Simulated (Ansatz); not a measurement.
# NaGeF3 (model cell, started as cubic perovskite with Ge in the octahedra): a soft mode frozen in, part 3 of 3

Aim: this structure of NaGeF3 (model cell, started as cubic perovskite with Ge in the octahedra) is to be tested for unstable modes, and one is followed downhill.

Ansatz 0.2.0; DFT PBEsol, scalar-relativistic, plane waves, PAW; PAW set soft_1.

So far. Step 5 (Energy along the mode, all amplitudes (two of the runs …): The lowest of the steps tried is at 0.22 Å, 34.1 meV/atom below the parent; the bottom of the well need not coincide with a step. Step 7 (The new phase in its own primitive cell): The largest force component left is 0.93 meV/Å and the pressure is -0.001 GPa, within the tolerances set. The cell now holds 17.07 Å³/atom. The relaxed cell has a = 7.018, c = 6.004 Å (conventional setting).

The structure was built from a prototype and need not be the compound's stable phase.

**8. Modes of the new phase, k-mesh 6×6×6**

A relaxed structure may still be a saddle point, so its zone-centre modes are computed. The response to a homogeneous field gives the Born charges and the dielectric tensor.

The input, input.yaml:

```yaml
crystal:
  lattice:
    - [3.5090687778, 2.0259618035, 2.0012506159]
    - [-3.5090687778, 2.0259618035, 2.0012506159]
    - [0.0, -4.0519236069, 2.001250616]
  atoms:
    - { symbol: Na, position: [0.9784066589, 0.9784066589, 0.9784066589] }
    - { symbol: Ge, position: [0.4833611849, 0.4833611849, 0.4833611849] }
    - { symbol: F, position: [0.5519364826, 0.9182624762, 0.5519364826] }
    - { symbol: F, position: [0.9182624762, 0.5519364826, 0.5519364826] }
    - { symbol: F, position: [0.5519364826, 0.5519364826, 0.9182624762] }
kpoints:
  mp_grid: { grid: [6, 6, 6] }
hamiltonian:
  xc: pbesol
  pseudopotentials: { kind: paw, azcp: { folder: soft_1 }, xc_functional: pbe }
scf:
  occupations: { method: fixed }
output:
  eigenvalues: true
phonons:
  method: dfpt
  dielectric: true
  rigid_motions: translations
```

On the command line:

```sh
$ ansatz run input.yaml --threads 8 --pin off --max-ram 16384MiB --backend cpu --events-out ev --progress --plain --runs-dir out
```

Numbers of over 12 decimals in the logs are rounded to 6 here.

The program printed:

```text
[...]
Crystal: 5 atoms, lattice volume = 85.364 Å³
Basis set: ecut = 420 eV, 1687 PW (Γ), exchange–correlation on 64×64×64 points (8 copies of the dense FFT grid, shifted against one another)
Bands: 27, of which v1, the nominal top of the filled ones, is band 22 counted from 1 (21 counted from 0)
Symmetry: 6 space group operations
k-points: 112 of 216 (irreducible under 1 space group operation, time reversal used)
[...]
SCF iter   1: F=—  HF=-8139.392945 eV  |F-HF|=—  |Δ(HF+E_count)|=         —  Δρ=1.53e-1  dr2=1.65e1  ethr=3.10e-3  ⟨swp⟩=5.0  Hψ=10941  notcnv=0  defer=334
[...]
SCF iter  13: F=-8133.689533 eV  HF=-8133.689533 eV  |F-HF|=2.91e-11  |Δ(HF+E_count)|=  4.00e-11  Δρ=1.13e-7  dr2=9.24e-12  ethr=1.00e-12  ⟨swp⟩=12.0  Hψ=20064  notcnv=0
SCF 1 converged in 13 iterations: F = -8133.689533 eV  dr2 = 9.24e-12
[...]
NSCF: frozen V_eff on 2 k-points
DFPT response loops at Γ: preconditioner auto → none (the input reference at scf.mixing.eps_inf says where Resta's filter doesn't serve); β = 0.50; Broyden in place of MSR1
SCF converged after 13 iterations
Free energy (F): -8133.689533 eV
[...]
Internal energy: -8133.689533 eV  (E = F + TS)
E sigma→0 (E₀):  -8133.689533 eV
Fermi energy:    1.877443 eV
[...]
--- Band table (eV; the first three rows and the last of 112) ---
  k-point 0: bands = [... 18 lower, -0.8611, -0.7348, -0.7348, 0.3762, 7.4354, 9.2006, 9.2006, 9.8738, ... 1 higher]
  k-point 1: bands = [... 18 lower, -0.8231, -0.8082, -0.6791, 0.6312, 7.2652, 8.8170, 9.1981, 10.3328, ... 1 higher]
  k-point 2: bands = [... 18 lower, -0.8639, -0.8094, -0.5857, 1.0896, 6.7993, 8.8094, 9.1780, 10.3867, ... 1 higher]
  k-point 111: bands = [... 18 lower, -0.8442, -0.8442, -0.2162, 1.8774, 7.0259, 7.0259, 8.5890, 10.4491, ... 1 higher]
--- Phonons (Γ-DFPT): 6 representative perturbations + reference, on 112 of 216 k-points (Σ response iterations 23) ---
  k mesh reduced under 1 symmetry operation, with k and −k counted as one. Each operation leaves every solved perturbation unchanged. A smaller set is not considered because the run solves the response to a homogeneous field
  ASR residual: 8.830e-5 → 0.000e0 eV/Å²; symmetrization residual: 1.689e-5 eV/Å²
  ASR residual per site (eV/Å²): 8.83e-5 1.80e-5 3.77e-5 3.77e-5 3.77e-5
[...]
ε∞ (high-frequency dielectric tensor):
        2.434361     0.000000     0.000000
        0.000000     2.434361    -0.000000
        0.000000    -0.000000     2.366008
  ε⁰ (static dielectric tensor: ions relaxed, cell fixed):
       18.498102    -0.000000    -0.000000
       -0.000000    18.498102    -0.000000
       -0.000000    -0.000000     4.860050
  ε⁰ − ε∞ (ionic part):
       16.063741    -0.000000    -0.000000
       -0.000000    16.063741    -0.000000
       -0.000000    -0.000000     2.494042
  softest optical mode at Γ: 42.53 cm⁻¹; the repairs (sum rule, projections) moved no ω² at Γ by more than (2.23 cm⁻¹)²
  Born effective charges Z* (e; rows j = field, columns β = displacement):
    site 0:
         1.01278   -0.00000    0.00000
        -0.00000    1.01278    0.00000
         0.00000    0.00000    1.27550
    site 1:
         2.57448   -0.00000    0.00000
        -0.00000    2.57448   -0.00000
        -0.00000   -0.00000    2.22241
    site 2:
        -1.50469    0.53509    0.75689
         0.53509   -0.88682   -0.43699
         0.53799   -0.31061   -1.16597
    site 3:
        -1.50469   -0.53509   -0.75689
        -0.53509   -0.88682   -0.43699
        -0.53799   -0.31061   -1.16597
    site 4:
        -0.57789   -0.00000    0.00000
        -0.00000   -1.81362    0.87398
         0.00000    0.62122   -1.16597
  Z* charge neutrality: 6.315e-5 e pre-enforcement
  k-mesh period / interband length: 27.1 Å / 1.29 Å = 21.04 at k = (0.0000, 0.0000, -0.5000), direct gap 5.227 eV — 14 or more, which is no proof of convergence
  optical modes at Γ without the LO–TO term, one row a degenerate level:
      ω (cm⁻¹)  modes    IR ((D/Å)²/amu)
         42.53      2             1.9692
        100.03      1             0.0000
        154.12      2             1.2954
        214.10      1             2.9877
        216.38      2             1.2157
        308.26      1             0.7960
        390.11      2            17.7712
        468.95      1             5.7764
  optical modes at Γ + LO–TO along q̂ = [1.0000, 0.0000, 0.0000]:
      ω (cm⁻¹)  modes    IR ((D/Å)²/amu)
         42.53      1             0.9846
         80.47      1             0.1971
        100.03      1             0.0000
        154.12      1             0.6477
        166.54      1             0.2130
        214.10      1             2.9877
        216.38      1             0.6079
        226.07      1             0.2699
[...]
optical modes at Γ + LO–TO along q̂ = [0.0000, 1.0000, 0.0000]:
      ω (cm⁻¹)  modes    IR ((D/Å)²/amu)
[...]
308.26      1             0.7960
        390.11      1             8.8856
        468.95      1             5.7764
        503.43      1            10.4458
  optical modes at Γ + LO–TO along q̂ = [0.0000, 0.0000, 1.0000]:
      ω (cm⁻¹)  modes    IR ((D/Å)²/amu)
         42.53      2             1.9692
        100.03      1             0.0000
        154.12      2             1.2954
        216.38      2             1.2157
        254.41      1             0.9456
        321.89      1             0.7407
        390.11      2            17.7712
        541.66      1             7.8738
```

Wall time 47 s (8 threads of Arm Neoverse V1, shared host); peak memory 1.3 GiB; 5.8 min of CPU time.

This step gave:

* sum-rule residual before enforcement: 8.83e-5 eV/Å²
* miss of the charge sum rule: 6.32e-5 e
* point group: 3m
* highest optical mode at the zone centre (no LO-TO term): 468.9 cm⁻¹
* lowest optical zone-centre mode: 42.53 cm⁻¹
* mean high-frequency dielectric constant: 2.412
* largest Born charge (third of the trace): 2.457 e
* mean static dielectric constant: 13.95
* top of the zone-centre spectrum with the field: 541.7 cm⁻¹

Without the LO-TO term. Patterns of degenerate modes are one choice out of their space. Modes at Γ, with each element's share of the kinetic energy:

```tsv
mode	frequency (cm⁻¹)	symmetry	Na %	Ge %	F %
1	0.0	acoustic	15	48	37
2	0.0	acoustic	15	48	37
3	0.0	acoustic	15	48	37
4	42.5	E	84	9	7
5	42.5	E	84	9	7
6	100.0	A2	0	0	100
7	154.1	E	1	13	86
8	154.1	E	1	13	86
9	214.1	A1	83	4	13
10	216.4	E	1	15	85
11	216.4	E	1	15	85
12	308.3	A1	1	26	73
13	390.1	E	0	15	85
14	390.1	E	0	15	85
15	468.9	A1	1	22	77
```

Displacements in mode 5 (42.5 cm⁻¹), the largest set to 1:
```
Na1  1.00 -0.27  0.00
Ge2 -0.19  0.05  0.00
F3  -0.11  0.00  0.08
F4  -0.14  0.11 -0.05
F5  -0.23  0.03 -0.02
```

Displacements in mode 10 (216.4 cm⁻¹), the largest set to 1:
```
Na1  0.09  0.07  0.00
Ge2 -0.26 -0.21  0.00
F3   0.41  1.00 -0.15
F4  -0.42 -0.05  0.40
F5   0.90 -0.24 -0.25
```

Optical modes at the zone centre, without and with the macroscopic field of the longitudinal modes; each column is sorted by frequency, so a row need not hold one and the same mode. Modes with and without the field, by row:

```tsv
rank among optical modes	no field (cm⁻¹)	q along (1, 0, 0) (cm⁻¹)	q along (0, 0, 1) (cm⁻¹)
1	42.5	42.5	42.5
2	42.5	80.5	42.5
3	100	100	100
4	154.1	154.1	154.1
5	154.1	166.5	154.1
6	214.1	214.1	216.4
7	216.4	216.4	216.4
8	216.4	226.1	254.4
9	308.3	308.3	321.9
10	390.1	390.1	390.1
11	390.1	468.9	390.1
12	468.9	503.4	541.7
```

Born charge (rows field, columns displacement) (e), principal values of the symmetric part by kind of site:

```tsv
atom	atoms with these values	low	middle	high	mean
Na1	1	1.01	1.01	1.28	1.10
Ge2	1	2.22	2.57	2.57	2.46
F3	3	-2.30	-0.68	-0.58	-1.19
```

In full for Ge2:

```
2.57 0.00 0.00
0.00 2.57 0.00
0.00 0.00 2.22
```

High-frequency dielectric tensor:

```
2.43 0.00 0.00
0.00 2.43 0.00
0.00 0.00 2.37
```

Static dielectric tensor (ions relaxed, fixed cell):

```
18.50  0.00  0.00
 0.00 18.50  0.00
 0.00  0.00  4.86
```

Transverse modes. Lines of the infrared spectrum (strongest = 100):

```tsv
position (cm⁻¹)	label	relative intensity
42	E	11
100	A2	0.0
154	E	7.3
214	A1	17
216	E	6.8
308	A1	4.5
390	E	100
469	A1	33
```

Before it was imposed, the acoustic sum rule was missed by 8.8e-5 eV/Å² and the charge sum rule by 6.3e-5 e. Small misses are needed for a sound result but don't prove that mesh and cutoff are converged. The lowest optical mode is real, 42.5 cm⁻¹.

**9. Results**

```
unstable mode of the parent                                                      : q = (0, 0, 0), 238i cm⁻¹
depth at the lowest point sampled                                                : 34.1 meV/atom
largest atomic shift at that point                                               : 0.22 Å
space group reached (within 0.01 Å)                                              : R3m
energy gained over the parent (first relaxation, on the mesh of the frozen mode) : 138 meV/atom
volume per atom, phase reached                                                   : 17.1 Å³
gap on the k-mesh, phase reached                                                 : 4.67 eV
lowest optical zone-centre mode, phase reached                                   : 42.5 cm⁻¹
highest optical mode at the zone centre (no LO-TO term), phase reached           : 469 cm⁻¹
```

**Reading.** Along this mode the structure falls into R3m, 138 meV/atom below the parent. At the parent's cell the well is 34.14 meV/atom deep on the steps tried, with its lowest point at a shift of 0.22 Å. Relaxing atoms and cell changes the gain by +103.73 meV/atom against the lowest step (energies at zero smearing). Most of the total comes from this relaxation. The new phase has no imaginary mode at the zone centre of its cell; other wavevectors were not checked. Of the 6 patterns followed to their end from this parent, this one reaches the lowest energy. Each path keeps the symmetry of its pattern, so a lower phase may lie along a pattern not tried. The q mesh stands for a supercell only 8.7 Å across, so branches between the solved wavevectors are rough. The PAW files were made for PBE and serve the other functionals too. The starting cell was built on a prototype and not taken from a measurement, so the phase need not exist.

[Logs are printed without paths, hosts, clocks, repeated set-up lines and the standing remarks that a program may print on its own settings, such as how far it seeks lower states.]

[Hosts, paths, dates, database ids (printed as entryN), source tags and the programs' standing remarks are cut or masked in the printed files.]
